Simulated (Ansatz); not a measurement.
# Formation energy and levels of the substitutional impurity Sb_Ga in GaN (F-43m), part 2 of 2

Wanted: the transition levels of a substitutional impurity in GaN (F-43m), from a cell of 54 host atoms with 1 Ga taken out and 1 Sb put in.

Ansatz; place-levels on r2SCAN runs: charge-transition levels and formation energies with image-charge correction and potential alignment at the atomic sites; PAW set soft_1.

So far: Starting point; What was run first; Levels against the band edges, r2SCAN.

### Step 3. Levels against the band edges, r2SCAN (continued)

Levels between the charges placed, in eV above the valence top:

```csv
,gap (eV),(+2/+1),(+1/0),(0/−1)
r2SCAN,2.17,1.95,2.38,2.52
```

Corrections by state:

```
charge  moment (μB)  image terms and alignment (eV)  band filling (eV)  ε used  over the lowest of its charge, as the program ranks them, band filling apart (eV)
    +2          0.0                           1.424                  -   10.56                                                                              0.000
    +1          1.0                           0.517                  -   10.56                                                                              0.000
     0          0.0                           0.000                  -       -                                                                              0.000
    −1          1.0                          -0.117             -1.042   10.56                                                                              0.000
     0          2.0                           0.000                  -       -                                                                              0.732
```

The charged structures listed were also run neutral, and place-levels reads from each pair, by the potential or the spins, how wide the charge is by which they differ; that can be the carrier of either run.

```
charge  rms radius (Å)  spread where it is widest against the cell (Å)  wide from (Å)  reading
    +2             2.8                                            1.61           1.35     wide
    +1             2.5                                            1.47           1.35     wide
    −1             1.8                                            1.06           1.35   narrow
```

The neutral runs of these pairs need not share the spin of the lowest neutral state, and very wide values only mean spread over the cell.

From the program's caveats on the states, each cut to its opening words:

- charge +2: it parts from the run at its places by a charge that spreads by about 1.6 Å along one vector (1.3 Å or more is wide), by its potential at epsilon 6, taken for [...]
- charge +2: its alignment with the host at atomic sites is doubtful: the mean over the far sites moves by -0.1372 eV from their farther parts to their nearer, more than [...]
- charge +1 (1 μB): it parts from the run at its places by a charge that spreads by about 1.5 Å along one vector (1.3 Å or more is wide), by its potential at epsilon 6, taken for [...]
- charge +1 (1 μB), −1 (1 μB), 0 (2 μB): flagged: stability check not made
- charge 0: its alignment with the host at atomic sites is doubtful: the mean over the far sites moves by +0.0860 eV from their farther parts to their nearer, more than [...]
- charge −1 (1 μB): a band-filling correction moves a carrier to the host's band edge, which changes its energy by -1.042 eV
- charge −1 (1 μB): its alignment with the host at atomic sites is doubtful: the mean over the far sites moves by +0.2062 eV from their farther parts to their nearer, more than [...]
- charge 0 (2 μB): its alignment with the host at atomic sites is doubtful: the mean over the far sites moves by +0.0764 eV from their farther parts to their nearer, more than [...]
- charge 0 (2 μB): its moments are held at its close (magnetization.spin_locking), by a field of 0.172 eV a Bohr magneton, and its energy and levels are of the state that this [...]

The host's formation energy from the elements is -0.646 eV per atom; it sets how far the chemical potentials can move.

Limit set by the element alone; other compounds of these elements are not counted. Chemical potentials from the elements' reference states: Ga 0.00 eV, N -1.29 eV, Sb 0.00 eV. Formation energy by charge state (Ga-rich; gap 2.17 eV):

```
charge  at valence top (eV)  at conduction bottom (eV)  correction included (eV)
    +2                 1.00                       5.34                      1.42
    +1                 2.95                       5.12                      0.52
     0                 5.32                       5.32                      0.00
    −1                 7.85                       5.68                     -1.16
```

```tsv
Fermi level (eV)	lowest formation energy (eV)
0.00	1.00
0.20	1.39
0.39	1.79
0.59	2.18
0.79	2.58
0.98	2.97
1.18	3.37
1.38	3.76
1.58	4.15
1.77	4.55
1.97	4.92
2.17	5.12
```

Limit set by the element alone; other compounds of these elements are not counted. Chemical potentials from the elements' reference states: N 0.00 eV, Ga -1.29 eV, Sb 0.00 eV. Formation energy by charge state (N-rich; gap 2.17 eV):

```csv
charge,at valence top (eV),at conduction bottom (eV),correction included (eV)
+2,-0.29,4.04,1.42
+1,1.66,3.82,0.52
0,4.03,4.03,0.00
−1,6.56,4.39,-1.16
```

(Fermi level (eV), lowest formation energy (eV)): (0.00, -0.29), (0.20, 0.10), (0.39, 0.50), (0.59, 0.89), (0.79, 1.28), (0.98, 1.68), (1.18, 2.08), (1.38, 2.47), (1.58, 2.86), (1.77, 3.26), (1.97, 3.63), (2.17, 3.82)

### Step 4. Outcome

```yaml
gap_of_the_host: 2.17 eV (r2SCAN)
level_plus_2_plus_1: 1.95 eV above the valence top
level_plus_1_over_0: 2.38 eV above the valence top, past the conduction bottom
level_0_minus_1: 2.52 eV above the valence top, past the conduction bottom (3.57 eV above the valence top without the band-filling term)
lowest_of_the_charges_placed_just_above_the_valence_top_0p02_ev: +2
lowest_of_the_charges_placed_just_below_the_conduction_bottom_0p02_ev: +1
lowest_formation_energy_at_mid_gap_of_the_charges_run_ga_rich: 3.17 eV
lowest_formation_energy_at_mid_gap_of_the_charges_run_n_rich: 1.88 eV
```

**Reading.** Of the charges placed (−1, 0, +1 and +2), the lowest changes at 1.95 eV (+2/+1) above the valence top, in a gap of 2.17 eV. (+2/+1) lies nearer to a band edge than the share of the finite-size correction in it (0.91 eV), and that correction holds for a localised charge alone. Charges above +2 were not placed, so these runs say nothing of levels that involve them. States placed: +2 at 0 μB; +1 at 1 μB; 0 at 0 μB and 2 μB; −1 at 1 μB. Other spin states or structures, where not listed, weren't placed. The program finds carriers beyond a band edge of the host and adds a band-filling term at charge −1 (-1.04 eV); steps to such a charge show no bound level, and a defect level inside a band would be read the same way. Sb is taken at its element; compounds, which aren't counted here, bound the chemical potentials and would shift these formation energies. The program doubts the alignment of potentials for at least one state, a sign that the cell is small. Keep in mind: r2SCAN makes the gap too small and tends to spread out bound carriers; where a gas molecule sets a chemical potential or the host's formation energy, its binding is uncorrected; spin–orbit coupling, which can matter with heavy atoms, is left out.

[Logs are printed without paths, hosts, clocks, repeated set-up lines and the standing remarks that a program may print on its own settings, such as how far it seeks lower states.]

[Hosts, paths, dates, database ids (printed as entryN), source tags and the programs' standing remarks are cut or masked in the printed files.]

[Where a table of states has a column of steps, it counts the stored structures, which are thinned; the runs took as many ionic steps or more.]

[A defect's name tells the site on which it was built; relaxed atoms can leave that site.]

[For some hosts the program warned that the k-mesh of the response run may be too coarse for force constants and the static dielectric constant; such warnings are not shown here.]
